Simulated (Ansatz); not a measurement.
# TiSi2: which shell does photoemission see at 21.2 and 900 eV? (LDA)

The valence band of TiSi2 mixes several shells. Work out by hand which one leads the spectrum's area at each photon energy.

Filled states come from the projected DOS of Ansatz 0.2.0 (LDA, plane waves); cross sections σ and asymmetry parameters β are those of free atoms in a Dirac–Hartree–Slater calculation. A shell's area is states × σ × angular factor, which is 1 − β·P₂(cos θ)/2 for unpolarised light, with θ = 54.7° from the beam and P₂ = 0.001.

**At 21.2 eV** (states counted from 11.2 eV below the zero; other shells add 0.089 to the products' sum of 18.9):

```
shell  filled states a cell  cross section (Mb an electron)     β  angular factor  product  share by hand (%)  share in the simulated spectrum (%)
Ti 3d                  6.56                            2.54  0.16            1.00     16.7                 88                                   88
Si 3s                  4.38                           0.129  2.00            1.00    0.564                  3                                    3
Si 3p                 10.67                           0.148  0.75            1.00     1.58                  8                                    8
```

**At 900 eV** (states counted from 14.5 eV below the zero; other shells add 0.00075 to the products' sum of 0.017):

```
shell  filled states a cell  cross section (Mb an electron)     β  angular factor  product  share by hand (%)  share in the simulated spectrum (%)
Ti 3d                  6.57                        0.000586  0.92            1.00  0.00385                 23                                   23
Si 3s                  4.94                         0.00161  2.00            1.00  0.00792                 47                                   47
Si 3p                 10.86                        0.000412  1.22            1.00  0.00447                 26                                   26
```

Ti 3d leads at 21.2 eV and Si 3s at 900 eV. Between the two energies σ of Ti 3d changes by a factor 2.3e-4 and that of Si 3s by 0.012, so their ratio moves 54-fold in favour of the second. The simulated spectrum uses the same rule on the energy-resolved DOS, so the two share columns agree within a few points.

Only crystals where the two columns agree within 4 points and the lead is clear are worked in this form. Free-atom cross sections ignore the solid's final states, no escape depth or background enters, and the count of states a shell hangs on the projection.

[Logs are printed without paths, hosts, clocks, repeated set-up lines and the standing remarks that a program may print on its own settings, such as how far it seeks lower states.]
